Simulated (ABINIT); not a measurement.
**GaBiSe3 (Pm-3m): zone-centre phonons**

Aim: the zone-centre modes of GaBiSe3 (Pm-3m).

Calculated with ABINIT 10.8.3; DFT LDA, scalar-relativistic, plane waves, HGH norm-conserving pseudopotentials.

The structure was built from a prototype and need not be the compound's stable phase.

## 1. The structure

It takes space group Pm-3m (No. 221, cubic). Conventional cell: a = 5.096 Å, b = 5.096 Å, c = 5.096 Å, α = 90.00°, β = 90.00°, γ = 90.00°. Nearest to Bi lie 12 Se at 3.60 Å. Nearest to Ga lie 6 Se at 2.55 Å. Nearest to Se lie 2 Ga at 2.55 Å. Farther neighbours and most contacts between anions are not listed.

## 2. A first look

A first run with smearing and empty bands tells whether the crystal has a gap, which decides between fixed occupations and smearing later on.

Input file probe.abi:

```
# ground state
tolvrs 1.0d-08
prtden 1
prtwf 1

# basis, mesh and filling
ecut 20.0
ixc 7
ngkpt 4 4 4
nshiftk 1
shiftk 0.0 0.0 0.0
istwfk *1
occopt 7
tsmear 0.005
nband 20
nstep 100
diemac 9.0
prtebands 0
prtgsr 0

# cell and atoms
acell 9.630044331 9.630044331 9.630044331
rprim 
    1.0 0.0 0.0
    0.0 1.0 0.0
    0.0 0.0 1.0
ntypat 3
znucl 83 31 34
natom 5
typat 1 2 3 3 3
xred 
    0.0 0.0 0.0
    0.5 0.5 0.5
    0.5 0.5 0.0
    0.5 0.0 0.5
    0.0 0.5 0.5
pp_dirpath "./pseudo"
pseudos "Bi.hgh, Ga.hgh, Se.hgh"
```

The run is started by

```sh
$ OMP_NUM_THREADS=1 mpirun -n 4 abinit probe.abi > probe.log
```

Numbers of over 12 decimals in the logs are rounded to 6 here.

probe.abo, the main output file:

```text
[banners, grids, parts of the stress and lines that vanish by symmetry left out]
- input  file    -> probe.abi
- output file    -> probe.abo
- root for input  files -> probei
[...]
Symmetries : space group Pm -3 m (#221); Bravais cP (primitive cubic)
[...]
mpw =        3840          nfft =       64000          nkpt =          10
[...]
== DATASET  1 ==================================================================
[...]
cutoff_energies: {ecut:  20.0, pawecutdg:  -1.0, }
[...]
Exchange-correlation functional for the present dataset will be:
  LDA: Perdew-Wang 92 LSD fit to Ceperley-Alder data - ixc=7
[...]
ETOT  1  -36.102357479217    -3.610E+01 1.639E-02 8.813E+02
 ETOT  2  -36.119066334671    -1.671E-02 6.114E-03 7.260E+02
 ETOT  3  -36.328618784397    -2.096E-01 1.995E-03 4.926E+01
 ETOT  4  -36.341164246710    -1.255E-02 5.604E-04 4.857E-01
 ETOT  5  -36.341316498457    -1.523E-04 2.173E-04 2.261E-03
[...]
ETOT  9  -36.341317073909    -6.487E-11 3.368E-05 1.102E-08
 ETOT 10  -36.341317073911    -2.288E-12 1.286E-05 2.278E-11
 At SCF step   10       vres2   =  2.28E-11 < tolvrs=  1.00E-08 =>converged.
[...]
sigma(1 1)=  3.07961277E-04  sigma(3 2)=  0.00000000E+00
  sigma(2 2)=  3.07961277E-04  sigma(3 1)=  0.00000000E+00
  sigma(3 3)=  3.07961277E-04  sigma(2 1)=  0.00000000E+00
[...]
convergence: {deltae: -2.288E-12, res2:  2.278E-11, residm:  1.286E-05, diffor: null, }
etotal    :  -3.63413171E+01
[...]
sigma(1 1)=  3.07961277E-04  sigma(3 2)=  0.00000000E+00
  sigma(2 2)=  3.07961277E-04  sigma(3 1)=  0.00000000E+00
  sigma(3 3)=  3.07961277E-04  sigma(2 1)=  0.00000000E+00
[...]
- sigma(1 1)=  9.06053357E+00  sigma(3 2)=  0.00000000E+00
- sigma(2 2)=  9.06053357E+00  sigma(3 1)=  0.00000000E+00
- sigma(3 3)=  9.06053357E+00  sigma(2 1)=  0.00000000E+00
[...]
fcart     -0.0000000000E+00 -0.0000000000E+00 -0.0000000000E+00
           strten      3.0796127670E-04  3.0796127670E-04  3.0796127670E-04
================================================================================

[key lines of the parts left out:]
pressure_GPa:  -9.0605E+00
```

It took 7.1 s on 4 MPI ranks of Arm Neoverse V2, shared host; 28 s of CPU time.

Numbers from this step:

| Quantity | Value |
| --- | --- |
| volume per atom | 26.47 Å³ |
| pressure | -9.061 GPa |
| gap on the k-mesh | 0 eV |

No gap opens on this mesh, so smearing is kept; the printed pressure holds the stress of the finite basis too.

## 3. Rough relaxation

The typed start is rough, so a first relaxation with smearing and loose thresholds takes it towards rest cheaply.

Input file prerelax.abi:

```
# relaxation
ionmov 2
optcell 2
dilatmx 1.15
chkdilatmx 0
ntime 40
tolmxf 3.0d-04
tolvrs 1.0d-10
prtwf 0
prtden 0
chksymtnons 0

# basis, mesh and filling
ecut 21.0
ecutsm 3.0
ixc 7
ngkpt 4 4 4
nshiftk 1
shiftk 0.0 0.0 0.0
istwfk *1
occopt 7
tsmear 0.005
nband 20
nstep 100
diemac 1000000.0
prtebands 0
prtgsr 0

# cell and atoms
acell 9.630044331 9.630044331 9.630044331
rprim 
    1.0 0.0 0.0
    0.0 1.0 0.0
    0.0 0.0 1.0
ntypat 3
znucl 83 31 34
natom 5
typat 1 2 3 3 3
xred 
    0.0 0.0 0.0
    0.5 0.5 0.5
    0.5 0.5 0.0
    0.5 0.0 0.5
    0.0 0.5 0.5
pp_dirpath "./pseudo"
pseudos "Bi.hgh, Ga.hgh, Se.hgh"
```

The run is started by

```sh
$ OMP_NUM_THREADS=1 mpirun -n 4 abinit prerelax.abi > prerelax.log
```

prerelax.abo, the main output file:

```text
[banners, grids, parts of the stress and lines that vanish by symmetry left out]
- input  file    -> prerelax.abi
- output file    -> prerelax.abo
- root for input  files -> prerelaxi
[...]
Symmetries : space group Pm -3 m (#221); Bravais cP (primitive cubic)
[...]
mpw =        6302          nfft =      110592          nkpt =          10
[...]
== DATASET  1 ==================================================================
[...]
cutoff_energies: {ecut:  21.0, pawecutdg:  -1.0, }
[...]
Exchange-correlation functional for the present dataset will be:
  LDA: Perdew-Wang 92 LSD fit to Ceperley-Alder data - ixc=7
[...]
ETOT  1  -36.101174412769    -3.610E+01 1.426E-02 1.518E+03
 ETOT  2  -36.250043789137    -1.489E-01 1.275E-03 4.537E+02
 ETOT  3  -36.332747465113    -8.270E-02 2.487E-03 5.013E+01
 ETOT  4  -36.340404111826    -7.657E-03 4.090E-04 1.777E-01
[...]
ETOT  8  -36.362347294480    -1.400E-12 1.514E-04 1.093E-13
 At SCF step    8       vres2   =  1.09E-13 < tolvrs=  1.00E-10 =>converged.
[...]
sigma(1 1)=  1.52863474E-06  sigma(3 2)=  0.00000000E+00
  sigma(2 2)=  1.52863474E-06  sigma(3 1)=  0.00000000E+00
  sigma(3 3)=  1.52863474E-06  sigma(2 1)=  0.00000000E+00
[...]
convergence: {deltae: -1.400E-12, res2:  1.093E-13, residm:  1.514E-04, diffor: null, }
etotal    :  -3.63623473E+01
[...]
At Broyd/MD step   5, gradients are converged :
[...]
sigma(1 1)=  1.52863474E-06  sigma(3 2)=  0.00000000E+00
  sigma(2 2)=  1.52863474E-06  sigma(3 1)=  0.00000000E+00
  sigma(3 3)=  1.52863474E-06  sigma(2 1)=  0.00000000E+00
[...]
- sigma(1 1)=  4.49739867E-02  sigma(3 2)=  0.00000000E+00
- sigma(2 2)=  4.49739867E-02  sigma(3 1)=  0.00000000E+00
- sigma(3 3)=  4.49739867E-02  sigma(2 1)=  0.00000000E+00
[...]
fcart     -0.0000000000E+00 -0.0000000000E+00 -0.0000000000E+00
           strten      1.5286347374E-06  1.5286347374E-06  1.5286347374E-06
================================================================================

[key lines of the parts left out:]
pressure_GPa:  -4.4974E-02
Total energy (etotal) [Ha]= -3.63623472944801E+01
```

Run time: 44 s. Hardware: 4 MPI ranks; 2.9 min of CPU time.

Relaxation path:

| step | energy less that of the first step (eV) | largest force (eV/Å) | volume (Å³) |
| --- | --- | --- | --- |
| 1 | 0.0000 | 0.0000 | 132.34 |
| 2 | -0.1572 | 0.0000 | 129.08 |
| 3 | -0.5403 | 0.0000 | 107.11 |
| 4 | -0.5941 | 0.0000 | 113.32 |
| 5 | -0.5965 | 0.0000 | 112.27 |

| conventional cell, symmetrised | before | after | change |
| --- | --- | --- | --- |
| a (Å) | 5.096 | 4.824 | -5.3 % |
| b (Å) | 5.096 | 4.824 | -5.3 % |
| c (Å) | 5.096 | 4.824 | -5.3 % |
| volume (Å³/atom) | 26.47 | 22.45 | -15.2 % |

Final coordinates:

```
Bi Ga Se
1.0
     4.82411    0.00000    0.00000
     0.00000    4.82411    0.00000
     0.00000    0.00000    4.82411
Bi Ga Se
1 1 3
Cartesian
  0.0000 0.0000 0.0000
  2.4121 2.4121 2.4121
  2.4121 2.4121 0.0000
  2.4121 0.0000 2.4121
  0.0000 2.4121 2.4121
```

Read from the output:

```yaml
volume_per_atom: 22.45 Å³
pressure: -0.04497 GPa
```

The volume changes by -15.2 % in this run and stands -15.2 % from the first cell.

## 4. Rough relaxation

The cell changed much, so the rough relaxation is repeated on a basis made for the new cell.

Edit prerelax.abi of step 3 so:

```diff
@@ -29,3 +29,3 @@
 # cell and atoms
-acell 9.630044331 9.630044331 9.630044331
+acell 9.116243346 9.116243346 9.116243346
 rprim
```

prerelax.abo, the main output file:

```text
[banners, grids, parts of the stress and lines that vanish by symmetry left out]
- input  file    -> prerelax.abi
- output file    -> prerelax.abo
- root for input  files -> prerelaxi
[...]
Symmetries : space group Pm -3 m (#221); Bravais cP (primitive cubic)
[...]
mpw =        5400          nfft =       91125          nkpt =          10
[...]
== DATASET  1 ==================================================================
[...]
cutoff_energies: {ecut:  21.0, pawecutdg:  -1.0, }
[...]
Exchange-correlation functional for the present dataset will be:
  LDA: Perdew-Wang 92 LSD fit to Ceperley-Alder data - ixc=7
[...]
ETOT  1  -36.174276289673    -3.617E+01 1.693E-02 1.093E+03
 ETOT  2  -36.329988568473    -1.557E-01 4.377E-03 1.451E+02
 ETOT  3  -36.360299836067    -3.031E-02 2.054E-03 1.303E+01
 ETOT  4  -36.362345633414    -2.046E-03 7.845E-04 6.242E-03
 ETOT  5  -36.362346873913    -1.240E-06 1.111E-03 7.694E-04
[...]
ETOT  9  -36.362346986457    -4.363E-12 7.209E-05 6.023E-10
 ETOT 10  -36.362346986458    -1.322E-12 2.083E-05 7.709E-13
 At SCF step   10       vres2   =  7.71E-13 < tolvrs=  1.00E-10 =>converged.
[...]
sigma(1 1)=  1.52961598E-06  sigma(3 2)=  0.00000000E+00
  sigma(2 2)=  1.52961598E-06  sigma(3 1)=  0.00000000E+00
  sigma(3 3)=  1.52961598E-06  sigma(2 1)=  0.00000000E+00
[...]
convergence: {deltae: -1.322E-12, res2:  7.709E-13, residm:  2.083E-05, diffor: null, }
etotal    :  -3.63623470E+01
[...]
At Broyd/MD step   1, gradients are converged :
[...]
sigma(1 1)=  1.52961598E-06  sigma(3 2)=  0.00000000E+00
  sigma(2 2)=  1.52961598E-06  sigma(3 1)=  0.00000000E+00
  sigma(3 3)=  1.52961598E-06  sigma(2 1)=  0.00000000E+00
[...]
- sigma(1 1)=  4.50028558E-02  sigma(3 2)=  0.00000000E+00
- sigma(2 2)=  4.50028558E-02  sigma(3 1)=  0.00000000E+00
- sigma(3 3)=  4.50028558E-02  sigma(2 1)=  0.00000000E+00
[...]
fcart     -0.0000000000E+00 -0.0000000000E+00 -0.0000000000E+00
           strten      1.5296159777E-06  1.5296159777E-06  1.5296159777E-06
================================================================================

[key lines of the parts left out:]
pressure_GPa:  -4.5003E-02
Total energy (etotal) [Ha]= -3.63623469864584E+01
```

Run time: 10 s. Hardware: 4 MPI ranks; 41 s of CPU time.

Little changed from the start: no atom moved by 0.005 Å and no cell edge by 0.1 %.

Read from the output:

```yaml
pressure: -0.04500 GPa
```

The volume changes by +0.0 % in this run and stands -15.2 % from the first cell.

## 5. Relaxing the cell and atoms

The harmonic expansion needs vanishing forces, and a free crystal bears no stress, so cell and atoms are brought to rest. Stress is more sensitive to the basis than forces are: the last 3 Ha under the cutoff are smoothed with ecutsm, and the cutoff is raised above that of the later runs.

relax.abi, as its differences from prerelax.abi of step 4:

```diff
@@ -3,7 +3,6 @@
 optcell 2
-dilatmx 1.15
-chkdilatmx 0
+dilatmx 1.08
 ntime 40
-tolmxf 3.0d-04
-tolvrs 1.0d-10
+tolmxf 1.0d-05
+tolvrs 1.0d-14
 prtwf 0
@@ -13,6 +12,6 @@
 # basis, mesh and filling
-ecut 21.0
+ecut 26.0
 ecutsm 3.0
 ixc 7
-ngkpt 4 4 4
+ngkpt 6 6 6
 nshiftk 1
@@ -21,3 +20,3 @@
 occopt 7
-tsmear 0.005
+tsmear 0.01
 nband 20
```

The run is started by

```sh
$ OMP_NUM_THREADS=1 mpirun -n 4 abinit relax.abi > relax.log
```

relax.abo, the main output file:

```text
[banners, grids, parts of the stress and lines that vanish by symmetry left out]
- input  file    -> relax.abi
- output file    -> relax.abo
- root for input  files -> relaxi
[...]
Symmetries : space group Pm -3 m (#221); Bravais cP (primitive cubic)
[...]
mpw =        6088          nfft =      110592          nkpt =          20
[...]
== DATASET  1 ==================================================================
[...]
cutoff_energies: {ecut:  26.0, pawecutdg:  -1.0, }
[...]
Exchange-correlation functional for the present dataset will be:
  LDA: Perdew-Wang 92 LSD fit to Ceperley-Alder data - ixc=7
[...]
ETOT  1  -36.174437710707    -3.617E+01 2.701E-02 1.373E+03
 ETOT  2  -36.318642941541    -1.442E-01 5.530E-03 2.649E+02
 ETOT  3  -36.362422117409    -4.378E-02 3.357E-03 2.878E+01
 ETOT  4  -36.366376335623    -3.954E-03 1.133E-03 7.867E-01
 ETOT  5  -36.366483848399    -1.075E-04 4.562E-04 9.382E-04
[...]
At SCF step   11       vres2   =  5.46E-16 < tolvrs=  1.00E-14 =>converged.
[...]
sigma(1 1)= -1.16553228E-05  sigma(3 2)=  0.00000000E+00
  sigma(2 2)= -1.16553228E-05  sigma(3 1)=  0.00000000E+00
  sigma(3 3)= -1.16553228E-05  sigma(2 1)=  0.00000000E+00
[...]
convergence: {deltae:  1.108E-12, res2:  5.464E-16, residm:  1.836E-05, diffor: null, }
etotal    :  -3.63664840E+01
[...]
ETOT  1  -36.366479392914    -3.637E+01 8.399E-06 9.961E-02
[...]
At SCF step    8       vres2   =  9.35E-15 < tolvrs=  1.00E-14 =>converged.
[...]
sigma(1 1)= -9.15441523E-06  sigma(3 2)=  0.00000000E+00
  sigma(2 2)= -9.15441523E-06  sigma(3 1)=  0.00000000E+00
  sigma(3 3)= -9.15441523E-06  sigma(2 1)=  0.00000000E+00
[...]
convergence: {deltae:  4.690E-13, res2:  9.346E-15, residm:  3.249E-06, diffor: null, }
etotal    :  -3.63664922E+01
[...]
ETOT  1  -36.366328880743    -3.637E+01 8.536E-06 1.367E+00
[...]
ETOT  8  -36.366505681732     5.542E-13 2.088E-06 1.700E-13
 ETOT  9  -36.366505681732    -2.345E-13 8.785E-07 7.861E-17
 At SCF step    9       vres2   =  7.86E-17 < tolvrs=  1.00E-14 =>converged.
[...]
sigma(1 1)= -6.46955936E-08  sigma(3 2)=  0.00000000E+00
  sigma(2 2)= -6.46955936E-08  sigma(3 1)=  0.00000000E+00
  sigma(3 3)= -6.46955936E-08  sigma(2 1)=  0.00000000E+00
[...]
convergence: {deltae: -2.345E-13, res2:  7.861E-17, residm:  8.785E-07, diffor: null, }
etotal    :  -3.63665057E+01
[...]
At Broyd/MD step   3, gradients are converged :
[...]
sigma(1 1)= -6.46955936E-08  sigma(3 2)=  0.00000000E+00
  sigma(2 2)= -6.46955936E-08  sigma(3 1)=  0.00000000E+00
  sigma(3 3)= -6.46955936E-08  sigma(2 1)=  0.00000000E+00
[...]
- sigma(1 1)= -1.90341008E-03  sigma(3 2)=  0.00000000E+00
- sigma(2 2)= -1.90341008E-03  sigma(3 1)=  0.00000000E+00
- sigma(3 3)= -1.90341008E-03  sigma(2 1)=  0.00000000E+00
[...]
fcart     -0.0000000000E+00 -0.0000000000E+00 -0.0000000000E+00
           strten     -6.4695593614E-08 -6.4695593615E-08 -6.4695593613E-08
================================================================================

[key lines of the parts left out:]
pressure_GPa:   1.9034E-03
Total energy (etotal) [Ha]= -3.63665056817321E+01
```

Wall time 45 s (4 MPI ranks).

The steps of the relaxation:

| step | energy less that of the first step (eV) | largest force (eV/Å) | volume (Å³) |
| --- | --- | --- | --- |
| 1 | 0.0000 | 0.0000 | 112.27 |
| 2 | -0.0002 | 0.0000 | 112.38 |
| 3 | -0.0006 | 0.0000 | 112.82 |

| conventional cell, symmetrised | before | after | change |
| --- | --- | --- | --- |
| a (Å) | 4.824 | 4.832 | +0.2 % |
| b (Å) | 4.824 | 4.832 | +0.2 % |
| c (Å) | 4.824 | 4.832 | +0.2 % |
| volume (Å³/atom) | 22.45 | 22.56 | +0.5 % |

Final coordinates:

```cif
data_structure
_symmetry_space_group_name_H-M 'P 1'
_symmetry_Int_Tables_number 1
_cell_length_a 4.8320
_cell_length_b 4.8320
_cell_length_c 4.8320
_cell_angle_alpha 90.000
_cell_angle_beta 90.000
_cell_angle_gamma 90.000
_cell_volume 112.82
loop_
_atom_site_label
_atom_site_type_symbol
_atom_site_fract_x
_atom_site_fract_y
_atom_site_fract_z
_atom_site_occupancy
Bi1 Bi 0.00000 0.00000 0.00000 1
Ga2 Ga 0.50000 0.50000 0.50000 1
Se3 Se 0.50000 0.50000 0.00000 1
Se4 Se 0.50000 0.00000 0.50000 1
Se5 Se 0.00000 0.50000 0.50000 1
```

Read from the output:

```
volume per atom : 22.56 Å³
pressure        : 0.001903 GPa
```

The volume changes by +0.5 % in this run and stands -14.8 % from the first cell.

## 6. Ground state

First-order wavefunctions inherit every error of the ground state, hence the very tight tolvrs. Smearing stays on, as the first look found no gap above 0.3 eV.

Input file gs.abi:

```
# ground state
tolvrs 1.0d-16
prtden 1
prtwf 1

# basis, mesh and filling
ecut 20.0
ixc 7
ngkpt 6 6 6
nshiftk 1
shiftk 0.0 0.0 0.0
istwfk *1
occopt 7
tsmear 0.01
nband 20
nstep 100
diemac 1000000.0
prtebands 0
prtgsr 0

# cell and atoms
acell 9.131156156 9.131156156 9.131156156
rprim 
    1.0 0.0 0.0
    0.0 1.0 0.0
    0.0 0.0 1.0
ntypat 3
znucl 83 31 34
natom 5
typat 1 2 3 3 3
xred 
    0.0 0.0 0.0
    0.5 0.5 0.5
    0.5 0.5 0.0
    0.5 0.0 0.5
    0.0 0.5 0.5
pp_dirpath "./pseudo"
pseudos "Bi.hgh, Ga.hgh, Se.hgh"
```

The run is started by

```sh
$ OMP_NUM_THREADS=1 mpirun -n 4 abinit gs.abi > gs.log
```

gs.abo, the main output file:

```text
[banners, grids, parts of the stress and lines that vanish by symmetry left out]
- input  file    -> gs.abi
- output file    -> gs.abo
- root for input  files -> gsi
[...]
Symmetries : space group Pm -3 m (#221); Bravais cP (primitive cubic)
[...]
mpw =        3272          nfft =       64000          nkpt =          20
[...]
== DATASET  1 ==================================================================
[...]
cutoff_energies: {ecut:  20.0, pawecutdg:  -1.0, }
[...]
Exchange-correlation functional for the present dataset will be:
  LDA: Perdew-Wang 92 LSD fit to Ceperley-Alder data - ixc=7
[...]
ETOT  1  -36.170630951001    -3.617E+01 2.040E-02 7.900E+02
 ETOT  2  -36.312485647201    -1.419E-01 1.031E-02 1.535E+02
 ETOT  3  -36.356178262805    -4.369E-02 1.471E-03 1.699E+01
 ETOT  4  -36.360238493072    -4.060E-03 4.517E-04 4.555E-01
 ETOT  5  -36.360347274711    -1.088E-04 5.082E-04 5.421E-04
[...]
ETOT 11  -36.360347381686    -7.105E-14 3.702E-05 2.963E-16
 ETOT 12  -36.360347381686     5.684E-13 5.930E-05 6.423E-18
 At SCF step   12       vres2   =  6.42E-18 < tolvrs=  1.00E-16 =>converged.
[...]
sigma(1 1)=  3.72272723E-05  sigma(3 2)=  0.00000000E+00
  sigma(2 2)=  3.72272723E-05  sigma(3 1)=  0.00000000E+00
  sigma(3 3)=  3.72272723E-05  sigma(2 1)=  0.00000000E+00
[...]
convergence: {deltae:  5.684E-13, res2:  6.423E-18, residm:  5.930E-05, diffor: null, }
etotal    :  -3.63603474E+01
[...]
sigma(1 1)=  3.72272723E-05  sigma(3 2)=  0.00000000E+00
  sigma(2 2)=  3.72272723E-05  sigma(3 1)=  0.00000000E+00
  sigma(3 3)=  3.72272723E-05  sigma(2 1)=  0.00000000E+00
[...]
- sigma(1 1)=  1.09526417E+00  sigma(3 2)=  0.00000000E+00
- sigma(2 2)=  1.09526417E+00  sigma(3 1)=  0.00000000E+00
- sigma(3 3)=  1.09526417E+00  sigma(2 1)=  0.00000000E+00
[...]
fcart     -0.0000000000E+00 -0.0000000000E+00 -0.0000000000E+00
           strten      3.7227272344E-05  3.7227272344E-05  3.7227272344E-05
================================================================================

[key lines of the parts left out:]
pressure_GPa:  -1.0953E+00
```

Wall time 13 s (4 MPI ranks); 50 s of CPU time.

Numbers from this step:

| Property | Result |
| --- | --- |
| pressure | -1.095 GPa |

The cell stands at -1.1 GPa: the relaxation ran with a smoothed and higher cutoff, and the difference is a stress of the finite basis.

[end of part 1 of 4]

[Host names and launcher messages were left out of these logs when they were recorded.]

[Logs are printed without paths, hosts, clocks, repeated set-up lines and the standing remarks that a program may print on its own settings, such as how far it seeks lower states.]

[Hosts, paths, dates, database ids (printed as entryN), source tags and the programs' standing remarks are cut or masked in the printed files.]
